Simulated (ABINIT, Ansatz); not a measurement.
# Ba2MgH6 (P-3m1): bands and cutoff in G0W0 with ABINIT

Aim: raise bands and screening cutoff together for Ba2MgH6 (P-3m1) and follow gap and time.

Program: ABINIT 10.8.3. Level of theory: LDA and many-body steps on it, plane waves. Results are calculated unless marked as measured.

Most raw output is cut from this account.

## (1) The structure

Symmetry: P-3m1, No. 164, trigonal system. Conventional cell: a = 5.718 Å, b = 5.718 Å, c = 4.538 Å, α = 90.00°, β = 90.00°, γ = 120.00°. Ba has 12 H at 2.75 to 2.87 Å nearest. Nearest to Mg lie 6 H at 1.97 Å. H has 1 Mg at 1.97 Å and 4 H at 2.65 to 2.80 Å and 4 Ba at 2.75 to 2.87 Å nearest. Farther neighbours are not listed.

The cell and positions are those that the Materials Project relaxed with its own functionals (PBE, PBE+U or r2SCAN), kept fixed. Spin-orbit coupling is left out unless a step names it.

## (2) Empty states on the mesh, 3×3×2 mesh, 248 bands

This step: ABINIT 10.8.3; DFT, LDA, plane waves, norm-conserving pseudopotentials.

The sums over transitions need many empty states on a uniform mesh; this step solves for them.

run.abi reads:

```
acell 3*1.0 Angstrom
rprim 
  5.717818886904 0.000000000024 0.000000000000
  -2.858909443473 4.951776410285 0.000000000000
  0.000000000000 0.000000000000 4.538310090000
ntypat 3
znucl 56 12 1
natom 9
typat 1 1 2 3 3 3 3 3 3
xred 
  0.666666666667 0.333333333333 0.267038260000
  0.333333333333 0.666666666667 0.732961740000
  0.000000000000 0.000000000000 0.000000000000
  0.829634400000 0.659268800000 0.775326710000
  0.829634400000 0.170365600000 0.775326710000
  0.340731200000 0.170365600000 0.775326710000
  0.170365600000 0.340731200000 0.224673290000
  0.170365600000 0.829634400000 0.224673290000
  0.659268800000 0.829634400000 0.224673290000
pp_dirpath "pseudos"
pseudos "Ba.upf, Mg.upf, H.upf"
ecut 38
ngkpt 3 3 2
nshiftk 1
shiftk 0 0 0
kptopt 1
chksymbreak 0
iscf -2
irdden 1
istwfk *1
nband 248
nbdbuf 22
tolwfr 1e-09
nstep 60
prtvol 0
indata_prefix "in"
outdata_prefix "out"
tmpdata_prefix "tmp"
```

The run is started by

```bash
$ OMP_NUM_THREADS=1 mpirun -n 4 abinit run.abi > log
```

Run time: 2.7 min. Hardware: 4 MPI ranks of Arm Neoverse V2, shared host; peak memory 0.55 GiB.

This step gave:

```
gap                                                           : 2.607 eV
k of the valence top                                          : 0.3333, 0, 0
k of the conduction bottom                                    : 0, 0, 0
least direct gap                                              : 2.729 eV
k points computed                                             : 6
lowest point of the top converged band, above the valence top : 71.6634 eV
```

On this mesh the gap is 2.607 eV.

The density comes from a self-consistent run that is not shown.

## (3) Screening, 3×3×2 mesh, 44 bands, screening to 62.6 eV

The RPA dielectric matrix is built and inverted for each q.

This step: RPA screening on LDA, plane waves, norm-conserving pseudopotentials.

run.abi, as its differences from that of step 2:

```diff
@@ -27,10 +27,11 @@
 chksymbreak 0
-iscf -2
-irdden 1
 istwfk *1
-nband 248
-nbdbuf 22
-tolwfr 1e-09
-nstep 60
-prtvol 0
+occopt 1
+irdwfk 1
+optdriver 3
+nband 44
+ecuteps 2.3
+inclvkb 2
+awtr 1
+symchi 1
 indata_prefix "in"
```

The job ended after 10 s (4 MPI ranks; peak memory 1.1 GiB; 40 s of CPU time).

Numbers from this step:

| Quantity | Value |
| --- | --- |
| ε∞ with local fields, on this mesh, along the program's q direction | 6.080 |
| the same without local fields | 6.800 |
| plasma frequency | 19.65 eV |
| plane waves in the screening matrix | 149 |

Local fields lower ε∞ by 11 %. On a Γ-centred mesh this coarse the value itself is usually too large, while a short band sum pulls it down.

## (4) 44 bands, 62.6 eV

The self-energy is evaluated for the states that the input lists, and the levels follow from it, in one-shot runs by the linearised quasiparticle equation.

This step: G0W0 on LDA, plane waves, norm-conserving pseudopotentials.

run.abi, as its differences from that of step 3:

```diff
@@ -30,8 +30,17 @@
 irdwfk 1
-optdriver 3
+optdriver 4
 nband 44
+gwcalctyp 0
+ecutsigx 38
+symsigma 1
+nkptgw 2
+kptgw 
+  0.3333333333 0.0000000000 0.0000000000
+  0.0000000000 0.0000000000 0.0000000000
+bdgw 
+  17 20
+  17 21
 ecuteps 2.3
-inclvkb 2
-awtr 1
-symchi 1
+irdscr 1
+ppmodel 1
 indata_prefix "in"
```

Run time: 4.2 s. Hardware: 4 MPI ranks; peak memory 0.85 GiB.

Numbers from this step:

- G0W0 gap on the points computed: 4.239 eV
- starting gap on the mesh: 2.607 eV
- k of the valence top: 0.3333, 0, 0
- k of the conduction bottom: 0, 0, 0
- Z at the valence top: 0.79
- Z at the conduction bottom: 0.832
- least direct G0W0 gap on the computed points: 4.35 eV

The gap on the mesh goes from 2.61 eV to 4.24 eV, a correction of +1.63 eV.

## (5) Screening, 3×3×2 mesh, 103 bands, screening to 114.3 eV

This step: RPA screening on LDA, plane waves, norm-conserving pseudopotentials.

run.abi, as its differences from that of step 4:

```diff
@@ -30,17 +30,8 @@
 irdwfk 1
-optdriver 4
-nband 44
-gwcalctyp 0
-ecutsigx 38
-symsigma 1
-nkptgw 2
-kptgw 
-  0.3333333333 0.0000000000 0.0000000000
-  0.0000000000 0.0000000000 0.0000000000
-bdgw 
-  17 20
-  17 21
-ecuteps 2.3
-irdscr 1
-ppmodel 1
+optdriver 3
+nband 103
+ecuteps 4.2
+inclvkb 2
+awtr 1
+symchi 1
 indata_prefix "in"
```

It took 28 s on 4 MPI ranks; peak memory 1.4 GiB.

This step gave:

* ε∞ with local fields, on this mesh, along the program's q direction: 6.116
* the same without local fields: 6.835
* plasma frequency: 19.65 eV
* plane waves in the screening matrix: 355

## (6) 103 bands, 114.3 eV

This step: G0W0 on LDA, plane waves, norm-conserving pseudopotentials.

run.abi, as its differences from that of step 5:

```diff
@@ -30,8 +30,17 @@
 irdwfk 1
-optdriver 3
+optdriver 4
 nband 103
+gwcalctyp 0
+ecutsigx 38
+symsigma 1
+nkptgw 2
+kptgw 
+  0.3333333333 0.0000000000 0.0000000000
+  0.0000000000 0.0000000000 0.0000000000
+bdgw 
+  17 20
+  17 21
 ecuteps 4.2
-inclvkb 2
-awtr 1
-symchi 1
+irdscr 1
+ppmodel 1
 indata_prefix "in"
```

It took 13 s on 4 MPI ranks; peak memory 1.1 GiB.

Numbers from this step:

```
G0W0 gap on the points computed              : 4.19 eV
starting gap on the mesh                     : 2.607 eV
k of the valence top                         : 0.3333, 0, 0
k of the conduction bottom                   : 0, 0, 0
Z at the valence top                         : 0.782
Z at the conduction bottom                   : 0.822
least direct G0W0 gap on the computed points : 4.295 eV
```

Against G0W0 in ABINIT (3×3×2 mesh, 44 bands, screening to 62.6 eV, Godby-Needs plasmon pole), the gap moves by −0.049 eV.

## (7) Screening, 3×3×2 mesh, 226 bands, screening to 176.9 eV

This step: RPA screening on LDA, plane waves, norm-conserving pseudopotentials.

run.abi, as its differences from that of step 6:

```diff
@@ -30,17 +30,8 @@
 irdwfk 1
-optdriver 4
-nband 103
-gwcalctyp 0
-ecutsigx 38
-symsigma 1
-nkptgw 2
-kptgw 
-  0.3333333333 0.0000000000 0.0000000000
-  0.0000000000 0.0000000000 0.0000000000
-bdgw 
-  17 20
-  17 21
-ecuteps 4.2
-irdscr 1
-ppmodel 1
+optdriver 3
+nband 226
+ecuteps 6.5
+inclvkb 2
+awtr 1
+symchi 1
 indata_prefix "in"
```

Run time: 1.8 min. Hardware: 4 MPI ranks; peak memory 2.4 GiB.

This step gave:

- ε∞ with local fields, on this mesh, along the program's q direction: 6.132
- the same without local fields: 6.840
- plasma frequency: 19.65 eV
- plane waves in the screening matrix: 669

## (8) 226 bands, 176.9 eV

This step: G0W0 on LDA, plane waves, norm-conserving pseudopotentials.

run.abi, as its differences from that of step 7:

```diff
@@ -30,8 +30,17 @@
 irdwfk 1
-optdriver 3
+optdriver 4
 nband 226
+gwcalctyp 0
+ecutsigx 38
+symsigma 1
+nkptgw 2
+kptgw 
+  0.3333333333 0.0000000000 0.0000000000
+  0.0000000000 0.0000000000 0.0000000000
+bdgw 
+  17 20
+  17 21
 ecuteps 6.5
-inclvkb 2
-awtr 1
-symchi 1
+irdscr 1
+ppmodel 1
 indata_prefix "in"
```

The job ended after 78 s (4 MPI ranks; peak memory 2.5 GiB).

Numbers from this step:

```
G0W0 gap on the points computed              : 4.276 eV
starting gap on the mesh                     : 2.607 eV
k of the valence top                         : 0.3333, 0, 0
k of the conduction bottom                   : 0, 0, 0
least direct G0W0 gap on the computed points : 4.376 eV
```

Against G0W0 in ABINIT (3×3×2 mesh, 103 bands, screening to 114.3 eV, Godby-Needs plasmon pole), the gap moves by +0.086 eV.

## (9) The runs together

Times are wall times on 4 MPI ranks of Arm Neoverse V2, shared host, good to a factor of about two. A run's time includes the screening step that it read.

```csv
run,mesh,bands,screening cutoff (eV),DFT gap (eV),gap on the mesh (eV),direct (eV),ε∞ used,time
"44 bands, 62.6 eV",3×3×2,44,62.6,2.607,4.239,4.350,6.08,14 s
"103 bands, 114.3 eV",3×3×2,103,114.3,2.607,4.190,4.295,6.12,41 s
"226 bands, 176.9 eV",3×3×2,226,176.9,2.607,4.276,4.376,6.13,3.1 min
```

## (10) Outcome

* 44 bands, 62.6 eV: 4.239 eV
* 103 bands, 114.3 eV: 4.190 eV
* 226 bands, 176.9 eV: 4.276 eV
* known limits: not at the basis limit; no spin-orbit coupling; coarse k mesh

What this shows: From the first rung to the last the gap moves by +0.04 eV for 13 times the time. The gap turns back along the series, so no limit is drawn from it. In the G0W0 runs levels were corrected at 2 k points alone, so a gap called «on the mesh» is the least over those, and an edge elsewhere would be missed. The 3×3×2 mesh is coarse for this cell, which bears on the long-range parts of exchange and screening. The many-body steps are scalar-relativistic: spin-orbit coupling is not in them.

[Paths, hosts, dates, memory and timing lines, banners, echoed tables and standing remarks are left out of the program output.]

[Logs are printed without paths, hosts, clocks, repeated set-up lines and the standing remarks that a program may print on its own settings, such as how far it seeks lower states.]

[Runs of the session that timed out or met a known fault of the program may be left out.]

[Hosts, paths, dates, database ids (printed as entryN), source tags and the programs' standing remarks are cut or masked in the printed files.]

[G0W0 gaps are taken among the corrected bands and points alone; a level outside them can change the order at an edge.]

[Where Ansatz stands beside ABINIT at settings called matched, ABINIT's density can come from a denser mesh and the files from another edition; pairs whose starting gaps differed by over 0.03 eV were left out, so agreement reads better than it is.]
